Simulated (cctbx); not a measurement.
**Accept or mend?**

Cell a = 7.0190 Å, b = 5.4170 Å, c = 10.3230 Å, α = 90.00°, β = 90.00°, γ = 90.00°; space group Pnma (no. 62).

Simulated single-crystal data (cctbx): Cu Kα, λ = 1.54184 Å, to d = 0.8 Å, 50 % of the full sphere, strongest reflection 70000 counts, noise from counting, a 1.5 % proportional error and a noise floor of 8 counts (s.d.); no absorption.

An anisotropic refinement with weights 1/σ² prints:

```text
Rint 0.016, 434 unique reflections to 0.80 A
cycle     R1     wR2    GooF  max shift (A)
   1  0.0330  0.0748   4.117   0.00764
   2  0.0273  0.0604   3.326   0.00002
final R1 0.0273 wR2 0.0604 GooF 3.326  parameters 24  data/parameter 18.1
atom        x        y        z      Ueq    occ   su(xyz)  su(Uiso or U11)
Tb1    0.03472  0.25000  0.71599   0.0090  1.000  0.00010  0.0004
Tb2    0.68170  0.25000  0.44148   0.0115  1.000  0.00011  0.0004
Te1    0.22122  0.25000  0.36367   0.0072  1.000  0.00010  0.0004
B1     0.81825  0.25000  0.95454   0.0164  1.000  0.00228  0.0068
difference map: max 8.33 min -0.71 rms 0.38
Q1    0.0353  0.7500  0.7414    4    8.74  2.10 A from Te1
Q2    0.1000  0.7500  0.8397    4    0.67  1.28 A from Te1
Q3    0.2121  0.2500  0.3355    4    0.58  0.30 A from Te1
Q4    0.0325  0.5332  0.7530    8    0.56  1.58 A from Tb1
Q5    0.2068  0.7500  0.4195    4    0.54  1.63 A from Tb2
Q6    0.0497  0.2500  0.1707    4    0.54  1.48 A from Tb2
```

**Question.** Can this result stand? If not, what is the likely fault?

Mend it. The fault: an atom left out, B at (0.4626, 1/4, 0.2423). Against the right model at the same level, R1 goes from 0.0082 to 0.0273 and GooF from 0.94 to 3.33 and the top difference peak, 8.7 e/Å³, lies 2.10 Å from Te1. Q1 is the missing atom. With scattering power missing, scale and phases suffer, so peaks may also grow on the heavy atoms.

The compound is Tb2B2Te. The right model at the same level gives:

```text
Rint 0.016, 434 unique reflections to 0.80 A
cycle     R1     wR2    GooF  max shift (A)
   1  0.0180  0.0414   2.298   0.01306
   2  0.0082  0.0169   0.935   0.00008
final R1 0.0082 wR2 0.0169 GooF 0.935  parameters 30  data/parameter 14.5
atom        x        y        z      Ueq    occ   su(xyz)  su(Uiso or U11)
Tb1    0.03469  0.25000  0.71589   0.0092  1.000  0.00003  0.0001
Tb2    0.68167  0.25000  0.44148   0.0117  1.000  0.00003  0.0001
Te1    0.22119  0.25000  0.36361   0.0073  1.000  0.00003  0.0001
B1     0.46329  0.25000  0.24163   0.0189  1.000  0.00068  0.0025
B2     0.81758  0.25000  0.95444   0.0132  1.000  0.00061  0.0018
difference map: max 0.51 min -0.40 rms 0.13
Q1    0.2004  0.7500  0.4114    4    0.54  1.73 A from Tb2
Q2    0.1576  0.5987  0.4953    8    0.52  1.54 A from Tb2
Q3    0.0469  0.1532  0.9956    8    0.43  1.26 A from Tb2
Q4    0.2385  0.2500  0.1719    4    0.42  1.24 A from Tb2
Q5    0.2004  0.0572  0.3232    8    0.42  1.13 A from Te1
Q6    0.0465  0.7500  0.4878    4    0.42  2.04 A from Tb2
```

Isotropic U is held between 0.0001 and 1 Å² by the program, and listed peak heights are interpolated, so they can pass the grid's maximum.

The model was made for the exercise: a known structure type with other elements put in, its volume estimated, not relaxed; displacement parameters are assumed.

[Middle refinement cycles are left out of these outputs.]

[Logs are printed without paths, hosts, clocks, repeated set-up lines and the standing remarks that a program may print on its own settings, such as how far it seeks lower states.]
